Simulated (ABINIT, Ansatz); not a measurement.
# Lattice dynamics of Hf (Hafnium) in two programs, part 3 of 4

Aim: the phonon dispersion of Hf (Hafnium), checked by a second program.

ABINIT 10.8.3; DFT PBE, scalar-relativistic, plane waves, PseudoDojo norm-conserving pseudopotentials.

So far. Step 4 (Self-consistent run for the response): The cell stands at -0.57 GPa: the relaxation ran with a smoothed and higher cutoff, and the difference is a stress of the finite basis. Step 5 (Zone-centre response): The acoustic modes at Γ come out as far as 4.1 cm⁻¹ from zero, where they should vanish, a small numerical error. The relaxed cell has a = 3.204, c = 5.073 Å (conventional setting).

## Step 7: Dispersion

anaddb transforms the dynamical matrices to force constants and back along the path; points of the mesh come back as solved, but for the sum rule and, in polar crystals, the LO-TO term at Γ; the rest is interpolation.

Contents of anaddb.abi:

```
ddb_filepath "all_DDB"
output_file "anaddb.abo"
outdata_prefix "anaddb"
ifcflag 1
ngqpt 3 3 2
nqshft 1
q1shft 0.0 0.0 0.0
asr 1
chneut 0
dipdip 0
dipquad 0
quadquad 0
enunit 0
eivec 0
nph1l 93
qph1l 
    0.0 0.0 0.0 1.0
    0.05 0.0 0.0 1.0
    0.1 0.0 0.0 1.0
    0.15 0.0 0.0 1.0
    0.2 0.0 0.0 1.0
    0.25 0.0 0.0 1.0
    0.3 0.0 0.0 1.0
    0.35 0.0 0.0 1.0
    0.4 0.0 0.0 1.0
    0.45 0.0 0.0 1.0
    0.5 0.0 0.0 1.0
    0.48333333 0.03333333 0.0 1.0
    0.46666667 0.06666667 0.0 1.0
    0.45 0.1 0.0 1.0
    0.43333333 0.13333333 0.0 1.0
    0.41666667 0.16666667 0.0 1.0
    0.4 0.2 0.0 1.0
    0.38333333 0.23333333 0.0 1.0
    0.36666667 0.26666667 0.0 1.0
    0.35 0.3 0.0 1.0
    0.33333333 0.33333333 0.0 1.0
    0.3 0.3 0.0 1.0
    0.26666667 0.26666667 0.0 1.0
    0.23333333 0.23333333 0.0 1.0
    0.2 0.2 0.0 1.0
    0.16666667 0.16666667 0.0 1.0
    0.13333333 0.13333333 0.0 1.0
    0.1 0.1 0.0 1.0
    0.06666667 0.06666667 0.0 1.0
    0.03333333 0.03333333 0.0 1.0
    0.0 0.0 0.0 1.0
    0.0 0.0 0.05 1.0
    0.0 0.0 0.1 1.0
    0.0 0.0 0.15 1.0
    0.0 0.0 0.2 1.0
    0.0 0.0 0.25 1.0
    0.0 0.0 0.3 1.0
    0.0 0.0 0.35 1.0
    0.0 0.0 0.4 1.0
    0.0 0.0 0.45 1.0
    0.0 0.0 0.5 1.0
    0.05 0.0 0.5 1.0
    0.1 0.0 0.5 1.0
    0.15 0.0 0.5 1.0
    0.2 0.0 0.5 1.0
    0.25 0.0 0.5 1.0
    0.3 0.0 0.5 1.0
    0.35 0.0 0.5 1.0
    0.4 0.0 0.5 1.0
    0.45 0.0 0.5 1.0
    0.5 0.0 0.5 1.0
    0.48333333 0.03333333 0.5 1.0
    0.46666667 0.06666667 0.5 1.0
    0.45 0.1 0.5 1.0
    0.43333333 0.13333333 0.5 1.0
    0.41666667 0.16666667 0.5 1.0
    0.4 0.2 0.5 1.0
    0.38333333 0.23333333 0.5 1.0
    0.36666667 0.26666667 0.5 1.0
    0.35 0.3 0.5 1.0
    0.33333333 0.33333333 0.5 1.0
    0.3 0.3 0.5 1.0
    0.26666667 0.26666667 0.5 1.0
    0.23333333 0.23333333 0.5 1.0
    0.2 0.2 0.5 1.0
    0.16666667 0.16666667 0.5 1.0
    0.13333333 0.13333333 0.5 1.0
    0.1 0.1 0.5 1.0
    0.06666667 0.06666667 0.5 1.0
    0.03333333 0.03333333 0.5 1.0
    0.0 0.0 0.5 1.0
    0.5 0.0 0.5 1.0
    0.5 0.0 0.45 1.0
    0.5 0.0 0.4 1.0
    0.5 0.0 0.35 1.0
    0.5 0.0 0.3 1.0
    0.5 0.0 0.25 1.0
    0.5 0.0 0.2 1.0
    0.5 0.0 0.15 1.0
    0.5 0.0 0.1 1.0
    0.5 0.0 0.05 1.0
    0.5 0.0 0.0 1.0
    0.33333333 0.33333333 0.5 1.0
    0.33333333 0.33333333 0.45 1.0
    0.33333333 0.33333333 0.4 1.0
    0.33333333 0.33333333 0.35 1.0
    0.33333333 0.33333333 0.3 1.0
    0.33333333 0.33333333 0.25 1.0
    0.33333333 0.33333333 0.2 1.0
    0.33333333 0.33333333 0.15 1.0
    0.33333333 0.33333333 0.1 1.0
    0.33333333 0.33333333 0.05 1.0
    0.33333333 0.33333333 0.0 1.0
```

Contents of mrgddb.in:

```
all_DDB
merged
6
dfpt_gammao_DDB
dfpt_qo_DS1_DDB
dfpt_qo_DS2_DDB
dfpt_qo_DS3_DDB
dfpt_qo_DS4_DDB
dfpt_qo_DS5_DDB
```

Command:

```console
> mrgddb < mrgddb.in > mrgddb.log
> OMP_NUM_THREADS=1 anaddb anaddb.abi > anaddb.log
```

anaddb.abo, the main output file:

```text
[banners, grids, parts of the stress and lines that vanish by symmetry left out]
-outvars_anaddb: echo values of input variables ----------------------

 Flags :
[...]
Phonon wavevector (reduced coordinates) :  0.00000  0.00000  0.00000
 Phonon energies in Hartree :
[...]
Phonon frequencies in cm-1    :
-  0.000000E+00  0.000000E+00  0.000000E+00  7.747278E+01  7.747278E+01
-  1.027782E+02
[...]
Phonon wavevector (reduced coordinates) :  0.05000  0.00000  0.00000
 Phonon energies in Hartree :
[...]
Phonon frequencies in cm-1    :
-  1.044341E+01  1.197535E+01  1.910140E+01  7.878891E+01  7.996218E+01
-  1.033001E+02
[...]
Phonon wavevector (reduced coordinates) :  0.10000  0.00000  0.00000
 Phonon energies in Hartree :
[...]
Phonon frequencies in cm-1    :
-  2.078932E+01  2.328281E+01  3.786244E+01  8.253824E+01  8.667195E+01
-  1.047434E+02
[...]
Phonon wavevector (reduced coordinates) :  0.15000  0.00000  0.00000
 Phonon energies in Hartree :
[...]
Phonon frequencies in cm-1    :
-  3.092874E+01  3.333289E+01  5.591078E+01  8.819588E+01  9.590330E+01
-  1.067814E+02
[...]
Phonon wavevector (reduced coordinates) :  0.20000  0.00000  0.00000
 Phonon energies in Hartree :
[...]
Phonon frequencies in cm-1    :
-  4.073038E+01  4.170850E+01  7.284637E+01  9.505459E+01  1.059456E+02
-  1.089818E+02
[...]
Phonon wavevector (reduced coordinates) :  0.25000  0.00000  0.00000
 Phonon energies in Hartree :
[...]
Phonon frequencies in cm-1    :
-  4.823601E+01  5.002837E+01  8.827391E+01  1.023459E+02  1.109190E+02
-  1.154962E+02
  Phonon wavevector (reduced coordinates) :  0.30000  0.00000  0.00000
 Phonon energies in Hartree :
[...]
Phonon frequencies in cm-1    :
-  5.298060E+01  5.860431E+01  1.018351E+02  1.093345E+02  1.122697E+02
-  1.236732E+02
  Phonon wavevector (reduced coordinates) :  0.35000  0.00000  0.00000
 Phonon energies in Hartree :
[...]
Phonon frequencies in cm-1    :
-  5.617543E+01  6.615830E+01  1.128843E+02  1.132232E+02  1.153939E+02
-  1.299178E+02
  Phonon wavevector (reduced coordinates) :  0.40000  0.00000  0.00000
 Phonon energies in Hartree :
[...]
Phonon frequencies in cm-1    :
-  5.813221E+01  7.226746E+01  1.128434E+02  1.200450E+02  1.221691E+02
-  1.339197E+02
  Phonon wavevector (reduced coordinates) :  0.45000  0.00000  0.00000
 Phonon energies in Hartree :
[...]
Phonon frequencies in cm-1    :
-  5.915638E+01  7.635950E+01  1.124835E+02  1.229605E+02  1.283421E+02
-  1.356463E+02
  Phonon wavevector (reduced coordinates) :  0.50000  0.00000  0.00000
 Phonon energies in Hartree :
[...]
Phonon frequencies in cm-1    :
-  5.947056E+01  7.782087E+01  1.122811E+02  1.239527E+02  1.308217E+02
-  1.358207E+02
  Phonon wavevector (reduced coordinates) :  0.48333  0.03333  0.00000
 Phonon energies in Hartree :
[...]
Phonon frequencies in cm-1    :
-  6.046916E+01  7.811682E+01  1.121504E+02  1.228421E+02  1.320849E+02
-  1.355216E+02
  Phonon wavevector (reduced coordinates) :  0.46667  0.06667  0.00000
 Phonon energies in Hartree :
[...]
Phonon frequencies in cm-1    :
-  6.333469E+01  7.899056E+01  1.117575E+02  1.206821E+02  1.346314E+02
-  1.346886E+02
  Phonon wavevector (reduced coordinates) :  0.45000  0.10000  0.00000
 Phonon energies in Hartree :
[...]
Phonon frequencies in cm-1    :
-  6.773128E+01  8.040126E+01  1.110995E+02  1.184385E+02  1.331715E+02
-  1.376242E+02
[...]
Phonon wavevector (reduced coordinates) :  0.10000  0.00000  0.50000
 Phonon energies in Hartree :
[...]
Phonon frequencies in cm-1    :
-  6.139051E+01  6.139051E+01  6.360454E+01  6.360454E+01  1.099893E+02
-  1.099893E+02
  Phonon wavevector (reduced coordinates) :  0.15000  0.00000  0.50000
 Phonon energies in Hartree :
[...]
Phonon frequencies in cm-1    :
-  6.765368E+01  6.765368E+01  7.127062E+01  7.127062E+01  1.145656E+02
-  1.145656E+02
  Phonon wavevector (reduced coordinates) :  0.20000  0.00000  0.50000
 Phonon energies in Hartree :
[...]
Phonon frequencies in cm-1    :
-  7.445026E+01  7.445026E+01  7.862364E+01  7.862364E+01  1.203962E+02
-  1.203962E+02
  Phonon wavevector (reduced coordinates) :  0.25000  0.00000  0.50000
 Phonon energies in Hartree :
[...]
Phonon frequencies in cm-1    :
-  8.090067E+01  8.090067E+01  8.457824E+01  8.457824E+01  1.268864E+02
-  1.268864E+02
  Phonon wavevector (reduced coordinates) :  0.30000  0.00000  0.50000
 Phonon energies in Hartree :
[...]
Phonon frequencies in cm-1    :
-  8.645764E+01  8.645764E+01  8.882486E+01  8.882486E+01  1.332981E+02
-  1.332981E+02
  Phonon wavevector (reduced coordinates) :  0.35000  0.00000  0.50000
 Phonon energies in Hartree :
[...]
Phonon frequencies in cm-1    :
-  9.084084E+01  9.084084E+01  9.153667E+01  9.153667E+01  1.389275E+02
-  1.389275E+02
[...]
Phonon wavevector (reduced coordinates) :  0.33333  0.33333  0.05000
 Phonon energies in Hartree :
[...]
Phonon frequencies in cm-1    :
-  9.629694E+01  9.629694E+01  1.110139E+02  1.110139E+02  1.127373E+02
-  1.504254E+02
  Phonon wavevector (reduced coordinates) :  0.33333  0.33333  0.00000
 Phonon energies in Hartree :
[...]
Phonon frequencies in cm-1    :
-  9.863797E+01  9.863797E+01  1.087482E+02  1.087482E+02  1.124470E+02
-  1.506189E+02
-
```

Run time: 0.53 s. Hardware: 1 thread of Arm Neoverse V1, shared host.

Numbers from this step:

- lowest frequency on the path: 0 cm⁻¹

Anaddb. The phonon branches at the labelled points (cm⁻¹):

| point | branch 1 | branch 2 | branch 3 | branch 4 | branch 5 | branch 6 |
| --- | --- | --- | --- | --- | --- | --- |
| Γ | 0 | 0 | 0 | 78 | 78 | 103 |
| halfway | 48 | 50 | 88 | 102 | 111 | 116 |
| M | 60 | 78 | 112 | 124 | 131 | 136 |
| halfway | 79 | 85 | 109 | 115 | 129 | 143 |
| K | 99 | 99 | 109 | 109 | 112 | 151 |
| halfway | 58 | 65 | 86 | 112 | 116 | 119 |
| Γ | 0 | 0 | 0 | 78 | 78 | 103 |
| halfway | 30 | 30 | 67 | 72 | 72 | 110 |
| A | 55 | 55 | 55 | 55 | 106 | 106 |
| halfway | 81 | 81 | 85 | 85 | 127 | 127 |
| L | 94 | 94 | 96 | 96 | 147 | 147 |
| halfway | 69 | 69 | 121 | 121 | 145 | 145 |
| H | 57 | 57 | 134 | 134 | 142 | 142 |
| halfway | 73 | 73 | 102 | 102 | 131 | 131 |
| A | 55 | 55 | 55 | 55 | 106 | 106 |
| jump to L | 94 | 94 | 96 | 96 | 147 | 147 |
| halfway | 72 | 88 | 104 | 116 | 138 | 141 |
| M | 60 | 78 | 112 | 124 | 131 | 136 |
| jump to H | 57 | 57 | 134 | 134 | 142 | 142 |
| halfway | 75 | 75 | 119 | 129 | 129 | 146 |
| K | 99 | 99 | 109 | 109 | 112 | 151 |

The phonon branches as a text plot (rows in cm⁻¹):

```
    147 |          *****                  ***            *     **
    141 |         *                     **   *****       **  **
    135 |      ***      *              *       *  *        ** *
    129 |     * * **    **            *       * ** *        **
    122 |    * ***    ** *                   *      *      ** **
    116 |     *   ***                *      *        *    *    *
    110 |  *****************    *****             *   ** * **   *
    104 |** **      * **  * ****  *        *       *    * *
     97 |  **       **  *  *              *              *      *
     91 |  *        * ** * **          ****         *    **
     85 | *       **   **   *    *    **   *               *   *
     78 |*      **      ***  ***      *              *   *  *
     72 |   *  *  *             *    *      *     ***     *   *
     66 |     *          *      **  **       *   *   **    *
     60 |    * ***         *      ***         ***      *    **
     53 |  * **           *       *                     *
     47 |                 *
     41 | * *              **    *
     35 |  *               *
     28 |  *                *  **
     22 |**                 **
     16 |                    *
      9 |*                   * *
      3 |                     *
         Γ      M    K        Γ   A       L    H       A|L M|H  K
```

All branches are real along the path.

## Step 8: Density of states

Sums over the zone need many more wavevectors than were solved, so the interpolation is sampled on a dense mesh.

Contents of anaddb.abi:

```
ddb_filepath "all_DDB"
output_file "anaddb.abo"
outdata_prefix "anaddb"
ifcflag 1
ngqpt 3 3 2
nqshft 1
q1shft 0.0 0.0 0.0
asr 1
chneut 0
dipdip 0
dipquad 0
quadquad 0
prtdos 2
ng2qpt 16 16 9
dosdeltae 4.5563e-06
ntemper 11
temperinc 100.0
tempermin 0.0
```

Command:

```console
> OMP_NUM_THREADS=1 anaddb anaddb.abi > anaddb.log
```

anaddb.abo, the main output file:

```text
-outvars_anaddb: echo values of input variables ----------------------

 Flags :
     ifcflag         1
 Miscellaneous information :
         asr         1
      chneut         0
 Interatomic Force Constants Inputs :
      dipdip         0
     dipquad         0
    quadquad         0
      ifcana         0
      ifcout         0
 Description of grid 1 :
        brav         1
       ngqpt         3         3         2
      nqshft         1
      q1shft
                     0.00000000E+00  0.00000000E+00  0.00000000E+00
 Phonon DOS information :
   dosdeltae  4.55630000E-06
    dossmear  4.55633525E-06
 Description of grid 2 (Fourier interp. or BZ sampling):
      ng2qpt        16        16         9
      ngrids         4
      q2shft         0.00000000E+00  0.00000000E+00  0.00000000E+00

================================================================================

 read the DDB information and perform some checks

  ==== Info on the Cryst% object ====
 Real(R)+Recip(G) space primitive vectors, cartesian coordinates (Bohr,Bohr^-1):
 R(1)=  6.0554121  0.0000000  0.0000000  G(1)=  0.1651415  0.0953445  0.0000000
 R(2)= -3.0277061  5.2441407  0.0000000  G(2)=  0.0000000  0.1906890  0.0000000
 R(3)=  0.0000000  0.0000000  9.5874590  G(3)=  0.0000000  0.0000000  0.1043029
 Unit cell volume ucvol=  3.0445391E+02 bohr^3
 Angles (23,13,12)=  9.00000000E+01  9.00000000E+01  1.20000000E+02 degrees
 Time-reversal symmetry is present
 Reduced atomic positions [iatom, xred, symbol]:
    1)    0.3333333  0.6666667  0.2500000  Hf
    2)    0.6666667  0.3333333  0.7500000  Hf

 DDB file with 6 blocks has been read.

================================================================================

 Calculation of the interatomic forces

       Homogeneous q point set in the B.Z.
 Grid q points  :       18
  1)   0.00000000E+00  0.00000000E+00  0.00000000E+00
  2)   3.33333333E-01  0.00000000E+00  0.00000000E+00
  3)  -3.33333333E-01  0.00000000E+00  0.00000000E+00
  4)   0.00000000E+00  3.33333333E-01  0.00000000E+00
  5)   3.33333333E-01  3.33333333E-01  0.00000000E+00
  6)  -3.33333333E-01  3.33333333E-01  0.00000000E+00
  7)   0.00000000E+00 -3.33333333E-01  0.00000000E+00
  8)   3.33333333E-01 -3.33333333E-01  0.00000000E+00
  9)  -3.33333333E-01 -3.33333333E-01  0.00000000E+00
 10)   0.00000000E+00  0.00000000E+00  5.00000000E-01
 11)   3.33333333E-01  0.00000000E+00  5.00000000E-01
 12)  -3.33333333E-01  0.00000000E+00  5.00000000E-01
 13)   0.00000000E+00  3.33333333E-01  5.00000000E-01
 14)   3.33333333E-01  3.33333333E-01  5.00000000E-01
 15)  -3.33333333E-01  3.33333333E-01  5.00000000E-01
 16)   0.00000000E+00 -3.33333333E-01  5.00000000E-01
 17)   3.33333333E-01 -3.33333333E-01  5.00000000E-01
 18)  -3.33333333E-01 -3.33333333E-01  5.00000000E-01

 The interatomic forces have been obtained

================================================================================

 Calculation of phonon density of states

 Average speed of sound partial sums:     0.1059494193E-02 (at units)
-                                   =           2.3178 [km/s]

 Debye frequency from partial sums:     0.6138680810E-03 (Ha)
-                                 =     0.4039057942E+01 (THz)
-Debye temperature from partial sums:     0.1938442085E+03 (K)

 Average speed of sound:     0.1033785960E-02 (at units)
-                      =           2.2616 [km/s]

 Debye frequency from DOS:     0.5989728003E-03 (Ha)
-                        =     0.3941051703E+01 (THz)
-Debye temperature from DOS:     0.1891406509E+03 (K)

-
```

It took 0.57 s on 1 thread.

Numbers from this step:

| Item | Value |
| --- | --- |
| share of modes beyond 3i cm⁻¹ on the dense interpolated mesh | 0 |
| zero-point energy per atom | 18.65 meV |
| heat capacity at 300 K | 24.43 J/(mol atoms K) |
| vibrational entropy at 300 K | 44.62 J/(mol atoms K) |

The phonon density of states has structure finer than the step of the table below, so its rows give means over 5 cm⁻¹, whole bins alone (the curve runs from -30 to 181 cm⁻¹). Peaks (cm⁻¹: height): 69.0: 0.0993, 112.0: 0.095, 142.0: 0.0881.

Tetrahedra. Phonon density of states against wavenumber; means over each step:

wavenumber (cm⁻¹), phonon density of states (1/cm⁻¹/cell) and a bar:
```
        0     0.0000 
        5     0.0001 
       10     0.0003 
       15     0.0008 
       20     0.0015 #
       25     0.0025 #
       30     0.0039 #
       35     0.0056 ##
       40     0.0077 ###
       45     0.0105 ####
       50     0.0143 #####
       55     0.0199 #######
       60     0.0341 ############
       65     0.0578 ####################
       70     0.0863 ##############################
       75     0.0696 ########################
       80     0.0659 #######################
       85     0.0578 ####################
       90     0.0482 #################
       95     0.0393 ##############
      100     0.0615 #####################
      105     0.0767 ###########################
      110     0.0818 ############################
      115     0.0694 ########################
      120     0.0675 #######################
      125     0.0605 #####################
      130     0.0676 ########################
      135     0.0681 ########################
      140     0.0729 #########################
      145     0.0452 ################
      150     0.0026 #
      155     0.0000
```

Harmonic thermodynamic functions per atom, summed over the density of states scaled to three modes an atom; melting is ignored. Thermodynamic functions:

| T (K) | F_vib (meV/atom) | S (J/mol-atom/K) | C_V (J/mol-atom/K) |
| --- | --- | --- | --- |
| 0 | 18.65 | 0 | 0 |
| 50 | 17.55 | 7.026 | 13.21 |
| 100 | 10.64 | 19.14 | 20.86 |
| 200 | -18.08 | 34.82 | 23.82 |
| 300 | -59.57 | 44.62 | 24.43 |
| 400 | -109.7 | 51.68 | 24.65 |
| 500 | -166.2 | 57.2 | 24.76 |
| 600 | -227.9 | 61.72 | 24.81 |
| 700 | -293.9 | 65.54 | 24.85 |
| 800 | -363.6 | 68.86 | 24.87 |
| 900 | -436.5 | 71.79 | 24.89 |
| 1000 | -512.3 | 74.42 | 24.9 |

At 300 K the heat capacity has reached 98 % of the Dulong-Petit value.

(Part 3 of 4 ends here.)

[Host names and launcher messages were left out of these logs when they were recorded.]

[Logs are printed without paths, hosts, clocks, repeated set-up lines and the standing remarks that a program may print on its own settings, such as how far it seeks lower states.]

[Hosts, paths, dates, database ids (printed as entryN), source tags and the programs' standing remarks are cut or masked in the printed files.]
